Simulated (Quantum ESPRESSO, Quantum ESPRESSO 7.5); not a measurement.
## Work-function anisotropy of Ta

Which face of Ta holds its electrons most tightly, and does packing explain the order?

Method: plane-wave DFT, PBE, PseudoDojo norm-conserving pseudopotentials (geometry by pw.x at PBE, GBRV ultrasoft), in Quantum ESPRESSO 7.5.

Experimental background.

“Anisotropic work function of elemental crystals” (2019, arxiv:1902.07811) quotes from earlier work for Ta (clean single-crystal faces): work function of (110) (clean (110) face) 4.74 eV; work function of (100) (clean (100) face) 4.1 eV; work function of (111) (clean (111) face) 3.5 eV.

This is a report of a sequence of runs, with most program output left out.

**1. The starting structure**

The cell holds 7 atoms: 7 Ta. Its edges and angles: a = 2.867 Å, b = 2.867 Å, c = 30.043 Å, α = 90.0°, β = 90.0°, γ = 70.5°. It derives from Ta. Vacuum lies along c.

As a file:

```cif
data_structure
_symmetry_space_group_name_H-M 'P 1'
_symmetry_Int_Tables_number 1
_cell_length_a 2.8665
_cell_length_b 2.8665
_cell_length_c 30.0431
_cell_angle_alpha 90.000
_cell_angle_beta 90.000
_cell_angle_gamma 70.529
_cell_volume 232.75
loop_
_atom_site_label
_atom_site_type_symbol
_atom_site_fract_x
_atom_site_fract_y
_atom_site_fract_z
_atom_site_occupancy
Ta1 Ta 0.00000 0.00000 0.26628 1
Ta2 Ta 0.50000 0.50000 0.34419 1
Ta3 Ta 0.00000 0.00000 0.42209 1
Ta4 Ta 0.50000 0.50000 0.50000 1
Ta5 Ta 0.00000 0.00000 0.57791 1
Ta6 Ta 0.50000 0.50000 0.65581 1
Ta7 Ta 0.00000 0.00000 0.73372 1
```

**2. Relaxing the ions of (110), PBE**

BFGS moves the free atoms until their forces fall under forc_conv_thr; those flagged 0 0 0 are held.

Contents of 110.relax.in:

```
&control
  prefix = '110.relax'
  outdir = './out'
  pseudo_dir = './pseudo'
  nstep = 40
  forc_conv_thr = 0.001
  calculation = 'relax'
/
&system
  ibrav = 0
  nat = 7
  ntyp = 1
  ecutwfc = 40
  ecutrho = 200
  occupations = 'smearing'
  smearing = 'mv'
  degauss = 0.02
/
&electrons
  conv_thr = 1e-07
  mixing_beta = 0.4
  electron_maxstep = 120
  mixing_mode = 'local-TF'
/
&ions
/
ATOMIC_SPECIES
  Ta  180.9479  ta_pbe_v1.uspp.F.UPF
CELL_PARAMETERS angstrom
  2.34052344572747 -1.65500000000000 0.00000000000000
  2.34052344572747 1.65500000000000 0.00000000000000
  0.00000000000000 0.00000000000000 30.04314067436484
ATOMIC_POSITIONS crystal
  Ta  0.000000000000 0.000000000000 0.266283744656
  Ta  0.500000000000 0.500000000000 0.344189163104
  Ta  0.000000000000 0.000000000000 0.422094581552 0 0 0
  Ta  0.500000000000 0.500000000000 0.500000000000 0 0 0
  Ta  0.000000000000 0.000000000000 0.577905418448 0 0 0
  Ta  0.500000000000 0.500000000000 0.655810836896
  Ta  0.000000000000 0.000000000000 0.733716255344
K_POINTS automatic
  12 12 1 0 0 0
```

On the command line:

```console
$ OMP_NUM_THREADS=1 mpirun -n 4 pw.x -nk 4 -in 110.relax.in > 110.relax.out
```

Run time: 14 min. Hardware: 4 MPI ranks of Intel Xeon 6975P-C (Granite Rapids), shared host; peak memory 1.1 GiB.

The steps of the relaxation:

```tsv
step	energy less that of the first step (eV)	largest force (eV/Å)
1	0.0000	0.4322
2	-0.0139	0.3678
3	-0.0253	0.2900
4	-0.0357	0.1681
5	-0.0387	0.0805
6	-0.0390	0.0713
7	-0.0394	0.0629
8	-0.0399	0.0555
9	-0.0406	0.0462
10	-0.0413	0.0329
11	-0.0420	0.0130
```

The atoms that moved most (Å):

```tsv
atom	dx	dy	dz	length
Ta1	0.000	0.000	0.072	0.072
Ta7	0.000	0.000	-0.072	0.072
Ta6	0.000	0.000	0.019	0.019
Ta2	0.000	0.000	-0.019	0.019
```

The relaxation lowers the energy by 6 meV an atom. On the free atoms the largest force ends at 0.013 eV/Å.

Read from the output:

| Quantity | Value |
| --- | --- |
| free energy | -13510.2269 eV |
| Fermi energy | 8.060 eV |

**3. SCF with pw.x of (110), PBE**

Both faces of the slab are alike, so a plain periodic cell serves and symmetry is kept.

Level of this step: plane-wave DFT, PBE, PseudoDojo norm-conserving pseudopotentials (Quantum ESPRESSO 7.5).

Contents of 110.pbe.in:

```
&control
  prefix = '110.pbe'
  outdir = './out'
  pseudo_dir = './pseudo'
  calculation = 'scf'
  tprnfor = .true.
/
&system
  ibrav = 0
  nat = 7
  ntyp = 1
  ecutwfc = 50
  ecutrho = 200
  occupations = 'smearing'
  smearing = 'mv'
  degauss = 0.02
/
&electrons
  conv_thr = 1e-07
  mixing_beta = 0.4
  electron_maxstep = 120
  mixing_mode = 'local-TF'
/
ATOMIC_SPECIES
  Ta  180.9479  Ta.dojo-sr-pbe-0.4.1-standard.upf
CELL_PARAMETERS angstrom
  2.34052344572747 -1.65500000000000 0.00000000000000
  2.34052344572747 1.65500000000000 0.00000000000000
  0.00000000000000 0.00000000000000 30.04314067436484
ATOMIC_POSITIONS crystal
  Ta  0.000000000000 0.000000000000 0.268669664800
  Ta  0.500000000000 0.500000000000 0.343568488800
  Ta  0.000000000000 0.000000000000 0.422094581600
  Ta  0.500000000000 0.500000000000 0.500000000000
  Ta  0.000000000000 0.000000000000 0.577905418400
  Ta  0.500000000000 0.500000000000 0.656431511200
  Ta  0.000000000000 0.000000000000 0.731330335200
K_POINTS automatic
  12 12 1 0 0 0
```

On the command line:

```console
$ OMP_NUM_THREADS=1 mpirun -n 4 pw.x -nk 4 -in 110.pbe.in > 110.pbe.out
```

Elapsed: 3.2 min, on 4 MPI ranks; peak memory 0.97 GiB; 13 min of CPU time.

This step gave:

```
free energy  : -12398.5585 eV
Fermi energy : 7.971 eV
```

**4. Electrostatic potential of (110)**

plot_num = 11 writes the bare and Hartree potential. It leaves out exchange and correlation, which fade slowly, so it flattens close to the surface.

Contents of 110.pbe.pot.in:

```
&inputpp
  prefix = '110.pbe'
  outdir = './out'
  filplot = '110.pbe.pot.dat'
  plot_num = 11
/
```

On the command line:

```console
$ OMP_NUM_THREADS=1 mpirun -n 4 pp.x -in 110.pbe.pot.in > 110.pbe.pot.out
```

Wall time 1 s (4 MPI ranks); peak memory 0.09 GiB.

Read from the output:

- work function of the upper face: 4.754 eV
- slope of the potential above: 8.67e-4 eV/Å
- upper vacuum line continued to the top atoms, over the Fermi level: 4.749 eV
- work function of the lower face: 4.754 eV
- slope of the potential below: -5.70e-4 eV/Å
- lower vacuum line continued to the bottom atoms, over the Fermi level: 4.751 eV

The potential energy, planar mean oscillates, so the rows of the table below give means over windows of 2.35 Å about each position, cut where the curve ends. Its maxima inside the range that stand out by 2 % of the span (Å: eV): 9.2: -2.13, 11.5: -1.15, 13.8: -1.31, 16.2: -1.31, 18.5: -1.15, 20.9: -2.13. Its minima: 8.1: -30.1, 10.3: -29.9, 12.7: -29.8, 15.0: -29.8, 17.4: -29.8, 19.7: -29.9, 21.9: -30.1.

Electrostatic potential energy of an electron; zero at the Fermi level. Table of potential energy, planar mean by z; means over each step:

z (Å), potential energy, planar mean (eV) and a bar from the least value:
```
     1.18        4.8 ##############################
     3.53        4.7 ##############################
     5.88        3.6 ############################
     8.23      -13.8 
    10.58      -13.5 #
    12.93      -13.4 #
    15.28      -13.4 #
    17.63      -13.4 #
    19.98      -13.7 
    22.33      -13.0 #
    24.68        4.4 #############################
    27.03        4.8 ##############################
    29.38        4.8 ##############################
```

**5. Self-consistent run of (110), LDA**

The same atoms under a second functional.

Level of this step: plane-wave DFT, LDA, PseudoDojo norm-conserving pseudopotentials (Quantum ESPRESSO 7.5).

110.lda.in is the input of step 3 with these lines changed:

```diff
@@ -1,3 +1,3 @@
 &control
-  prefix = '110.pbe'
+  prefix = '110.lda'
   outdir = './out'
@@ -24,3 +24,3 @@
 ATOMIC_SPECIES
-  Ta  180.9479  Ta.dojo-sr-pbe-0.4.1-standard.upf
+  Ta  180.9479  Ta.dojo-sr-lda-0.4.1-standard.upf
 CELL_PARAMETERS angstrom
```

On the command line:

```console
$ OMP_NUM_THREADS=1 mpirun -n 4 pw.x -nk 4 -in 110.lda.in > 110.lda.out
```

Wall time 3.2 min (4 MPI ranks); peak memory 0.94 GiB.

Read from the output:

| Quantity | Value |
| --- | --- |
| free energy | -12409.4617 eV |
| Fermi energy | 7.671 eV |

**6. Potential by pp.x of (110)**

Contents of 110.lda.pot.in:

```
&inputpp
  prefix = '110.lda'
  outdir = './out'
  filplot = '110.lda.pot.dat'
  plot_num = 11
/
```

On the command line:

```console
$ OMP_NUM_THREADS=1 mpirun -n 4 pp.x -in 110.lda.pot.in > 110.lda.pot.out
```

Elapsed: 1 s, on 4 MPI ranks; peak memory 0.1 GiB.

This step gave:

* work function of the upper face: 4.982 eV
* slope of the potential above: 7.48e-4 eV/Å
* upper vacuum line continued to the top atoms, over the Fermi level: 4.978 eV
* work function of the lower face: 4.982 eV
* slope of the potential below: -4.89e-4 eV/Å
* lower vacuum line continued to the bottom atoms, over the Fermi level: 4.979 eV

On (110) the work function under LDA lies +0.23 eV from PBE's.

**7. Relaxing the ions of (100), PBE**

Level of this step: plane-wave DFT, PBE, GBRV ultrasoft pseudopotentials (Quantum ESPRESSO 7.5).

System of this step: Ta(100), 5 layers. The cell holds 5 atoms: 5 Ta. Cell: a = 3.310 Å, b = 3.310 Å, c = 22.620 Å, α = 90.0°, β = 90.0°, γ = 90.0°. It derives from Ta. Vacuum lies along c.

Contents of 100.relax.in:

```
&control
  prefix = '100.relax'
  outdir = './out'
  pseudo_dir = './pseudo'
  nstep = 40
  forc_conv_thr = 0.001
  calculation = 'relax'
/
&system
  ibrav = 0
  nat = 5
  ntyp = 1
  ecutwfc = 40
  ecutrho = 200
  occupations = 'smearing'
  smearing = 'mv'
  degauss = 0.02
/
&electrons
  conv_thr = 1e-07
  mixing_beta = 0.4
  electron_maxstep = 120
  mixing_mode = 'local-TF'
/
&ions
/
ATOMIC_SPECIES
  Ta  180.9479  ta_pbe_v1.uspp.F.UPF
CELL_PARAMETERS angstrom
  3.31000000000000 0.00000000000000 0.00000000000000
  0.00000000000000 3.31000000000000 0.00000000000000
  0.00000000000000 0.00000000000000 22.62000000000000
ATOMIC_POSITIONS crystal
  Ta  0.000000000000 0.000000000000 0.353669319187
  Ta  0.500000000000 0.500000000000 0.426834659593
  Ta  0.000000000000 0.000000000000 0.500000000000 0 0 0
  Ta  0.500000000000 0.500000000000 0.573165340407
  Ta  0.000000000000 0.000000000000 0.646330680813
K_POINTS automatic
  8 8 1 0 0 0
```

On the command line:

```console
$ OMP_NUM_THREADS=1 mpirun -n 4 pw.x -nk 4 -in 100.relax.in > 100.relax.out
```

Elapsed: 4.4 min, on 4 MPI ranks; peak memory 0.9 GiB.

Relaxation path:

```tsv
step	energy less that of the first step (eV)	largest force (eV/Å)
1	0.0000	1.4474
2	-0.1398	1.1040
3	-0.2435	0.7722
4	-0.2952	0.3700
5	-0.3013	0.3060
6	-0.3074	0.2617
7	-0.3147	0.2135
8	-0.3229	0.1439
9	-0.3288	0.0284
10	-0.3290	0.0011
```

The atoms that moved most (Å):

```tsv
atom	dx	dy	dz	length
Ta5	0.000	0.000	-0.176	0.176
Ta1	0.000	0.000	0.176	0.176
Ta2	0.000	0.000	-0.038	0.038
Ta4	0.000	0.000	0.038	0.038
```

Final coordinates:

```xyz
5
Lattice="3.3100 0.0000 0.0000 0.0000 3.3100 0.0000 0.0000 0.0000 22.6200" Properties=species:S:1:pos:R:3
Ta    0.0000    0.0000    8.1759
Ta    1.6550    1.6550    9.6169
Ta    0.0000    0.0000   11.3100
Ta    1.6550    1.6550   13.0031
Ta    0.0000    0.0000   14.4441
```

The relaxation lowers the energy by 66 meV an atom. On the free atoms the largest force ends at 0.001 eV/Å.

Read from the output:

```
free energy  : -9648.3785 eV
Fermi energy : 4.607 eV
```

**8. Ground state of (100), PBE**

Level of this step: plane-wave DFT, PBE, PseudoDojo norm-conserving pseudopotentials (Quantum ESPRESSO 7.5).

Contents of 100.pbe.in:

```
&control
  prefix = '100.pbe'
  outdir = './out'
  pseudo_dir = './pseudo'
  calculation = 'scf'
  tprnfor = .true.
/
&system
  ibrav = 0
  nat = 5
  ntyp = 1
  ecutwfc = 50
  ecutrho = 200
  occupations = 'smearing'
  smearing = 'mv'
  degauss = 0.02
/
&electrons
  conv_thr = 1e-07
  mixing_beta = 0.4
  electron_maxstep = 120
  mixing_mode = 'local-TF'
/
ATOMIC_SPECIES
  Ta  180.9479  Ta.dojo-sr-pbe-0.4.1-standard.upf
CELL_PARAMETERS angstrom
  3.31000000000000 0.00000000000000 0.00000000000000
  0.00000000000000 3.31000000000000 0.00000000000000
  0.00000000000000 0.00000000000000 22.62000000000000
ATOMIC_POSITIONS crystal
  Ta  0.000000000000 0.000000000000 0.361446645500
  Ta  0.500000000000 0.500000000000 0.425148255700
  Ta  0.000000000000 0.000000000000 0.500000000000
  Ta  0.500000000000 0.500000000000 0.574851744300
  Ta  0.000000000000 0.000000000000 0.638553354500
K_POINTS automatic
  8 8 1 0 0 0
```

On the command line:

```console
$ OMP_NUM_THREADS=1 mpirun -n 4 pw.x -nk 4 -in 100.pbe.in > 100.pbe.out
```

Elapsed: 73 s, on 4 MPI ranks; peak memory 0.63 GiB.

This step gave:

| Property | Result |
| --- | --- |
| free energy | -8854.3292 eV |
| Fermi energy | 4.551 eV |

**9. Electrostatic potential of (100)**

Contents of 100.pbe.pot.in:

```
&inputpp
  prefix = '100.pbe'
  outdir = './out'
  filplot = '100.pbe.pot.dat'
  plot_num = 11
/
```

On the command line:

```console
$ OMP_NUM_THREADS=1 mpirun -n 4 pp.x -in 100.pbe.pot.in > 100.pbe.pot.out
```

Run time: 1.1 s. Hardware: 4 MPI ranks; peak memory 0.11 GiB.

This step gave:

| Quantity | Value |
| --- | --- |
| work function of the upper face | 3.744 eV |
| slope of the potential above | 0.001055 eV/Å |
| upper vacuum line continued to the top atoms, over the Fermi level | 3.738 eV |
| work function of the lower face | 3.744 eV |
| slope of the potential below | -7.99e-4 eV/Å |
| lower vacuum line continued to the bottom atoms, over the Fermi level | 3.740 eV |

The potential energy, planar mean oscillates, so the rows of the table below give means over windows of 1.47 Å about each position, cut where the curve ends. Its maxima inside the range that stand out by 2 % of the span (Å: eV): 8.9: -10.9, 10.4: -6.73, 12.2: -6.73, 13.7: -10.9. Its minima: 8.1: -21.0, 9.6: -20.7, 11.3: -20.7, 13.0: -20.7, 14.5: -21.0.

Electrostatic potential energy of an electron; zero at the Fermi level. Potential energy, planar mean against z; means over each step:

z (Å), potential energy, planar mean (eV) and a bar from the least value:
```
     0.73        3.7 ##############################
     2.21        3.7 ##############################
     3.68        3.7 ##############################
     5.15        3.7 ##############################
     6.62        1.7 ###########################
     8.09      -14.4 ##
     9.55      -15.1 #
    11.03      -13.9 ###
    12.50      -13.0 ####
    13.97      -16.0 
    15.44       -3.2 ###################
    16.91        3.4 ##############################
    18.38        3.7 ##############################
    19.85        3.7 ##############################
    21.32        3.7 ##############################
```

**10. Self-consistent run of (100), LDA**

Level of this step: plane-wave DFT, LDA, PseudoDojo norm-conserving pseudopotentials (Quantum ESPRESSO 7.5).

100.lda.in is the input of step 8 with these lines changed:

```diff
@@ -1,3 +1,3 @@
 &control
-  prefix = '100.pbe'
+  prefix = '100.lda'
   outdir = './out'
@@ -24,3 +24,3 @@
 ATOMIC_SPECIES
-  Ta  180.9479  Ta.dojo-sr-pbe-0.4.1-standard.upf
+  Ta  180.9479  Ta.dojo-sr-lda-0.4.1-standard.upf
 CELL_PARAMETERS angstrom
```

On the command line:

```console
$ OMP_NUM_THREADS=1 mpirun -n 4 pw.x -nk 4 -in 100.lda.in > 100.lda.out
```

The job ended after 58 s (4 MPI ranks; peak memory 0.63 GiB; 3.9 min of CPU time).

Read from the output:

```
free energy  : -8861.9120 eV
Fermi energy : 4.249 eV
```

**11. Potential by pp.x of (100)**

Contents of 100.lda.pot.in:

```
&inputpp
  prefix = '100.lda'
  outdir = './out'
  filplot = '100.lda.pot.dat'
  plot_num = 11
/
```

On the command line:

```console
$ OMP_NUM_THREADS=1 mpirun -n 4 pp.x -in 100.lda.pot.in > 100.lda.pot.out
```

It took 1.1 s on 4 MPI ranks; peak memory 0.11 GiB; 3.7 s of CPU time.

Read from the output:

- work function of the upper face: 4.002 eV
- slope of the potential above: 8.44e-4 eV/Å
- upper vacuum line continued to the top atoms, over the Fermi level: 3.998 eV
- work function of the lower face: 4.002 eV
- slope of the potential below: -6.36e-4 eV/Å
- lower vacuum line continued to the bottom atoms, over the Fermi level: 3.999 eV

On (100) the work function under LDA lies +0.26 eV from PBE's.

**12. Relaxing the ions of (111), PBE**

Level of this step: plane-wave DFT, PBE, GBRV ultrasoft pseudopotentials (Quantum ESPRESSO 7.5).

System of this step: Ta(111), 9 layers. The cell holds 9 atoms: 9 Ta. Cell: a = 4.681 Å, b = 4.681 Å, c = 23.644 Å, α = 90.0°, β = 90.0°, γ = 60.0°. It derives from Ta. Vacuum lies along c.

Contents of 111.relax.in:

```
&control
  prefix = '111.relax'
  outdir = './out'
  pseudo_dir = './pseudo'
  nstep = 40
  forc_conv_thr = 0.001
  calculation = 'relax'
/
&system
  ibrav = 0
  nat = 9
  ntyp = 1
  ecutwfc = 40
  ecutrho = 200
  occupations = 'smearing'
  smearing = 'mv'
  degauss = 0.02
/
&electrons
  conv_thr = 1e-07
  mixing_beta = 0.4
  electron_maxstep = 120
  mixing_mode = 'local-TF'
/
&ions
/
ATOMIC_SPECIES
  Ta  180.9479  ta_pbe_v1.uspp.F.UPF
CELL_PARAMETERS angstrom
  4.68104689145494 0.00000000000000 0.00000000000000
  2.34052344572747 4.05390552430616 0.00000000000000
  0.00000000000000 0.00000000000000 23.64411756407064
ATOMIC_POSITIONS crystal
  Ta  0.333333333300 0.333333333300 0.338350542300
  Ta  0.666666666700 0.666666666700 0.378762906725
  Ta  0.000000000000 0.000000000000 0.419175271150 0 0 0
  Ta  0.333333333300 0.333333333300 0.459587635575 0 0 0
  Ta  0.666666666700 0.666666666700 0.500000000000 0 0 0
  Ta  0.000000000000 0.000000000000 0.540412364425 0 0 0
  Ta  0.333333333300 0.333333333300 0.580824728850 0 0 0
  Ta  0.666666666700 0.666666666700 0.621237093275
  Ta  0.000000000000 0.000000000000 0.661649457700
K_POINTS automatic
  6 6 1 0 0 0
```

On the command line:

```console
$ OMP_NUM_THREADS=1 mpirun -n 4 pw.x -nk 2 -in 111.relax.in > 111.relax.out
```

The job ended after 9.7 min (4 MPI ranks; peak memory 1.4 GiB).

The steps of the relaxation:

```tsv
step	energy less that of the first step (eV)	largest force (eV/Å)
1	0.0000	2.0199
2	-0.1597	1.7668
3	-0.3123	1.4586
4	-0.4908	0.9391
5	-0.6209	0.4936
6	-0.6319	0.4097
7	-0.6420	0.2843
8	-0.6511	0.0767
9	-0.6518	0.0109
```

The atoms that moved most (Å):

```tsv
atom	dx	dy	dz	length
Ta1	0.000	0.000	0.273	0.273
Ta9	0.000	0.000	-0.273	0.273
Ta8	0.000	0.000	-0.122	0.122
Ta2	0.000	0.000	0.122	0.122
```

The relaxation lowers the energy by 72 meV an atom. On the free atoms the largest force ends at 0.011 eV/Å.

Numbers from this step:

- free energy: -17366.6370 eV
- Fermi energy: 4.490 eV

(Continued in part 2 of 2.)

[Logs are printed without paths, hosts, clocks, repeated set-up lines and the standing remarks that a program may print on its own settings, such as how far it seeks lower states.]

[Hosts, paths, dates, database ids (printed as entryN), source tags and the programs' standing remarks are cut or masked in the printed files.]

[Maps of the electrostatic potential energy from Ansatz leave out the sawtooth potential of an applied field or a dipole correction, so their vacuum need not be flat; planar profiles and work functions include it.]
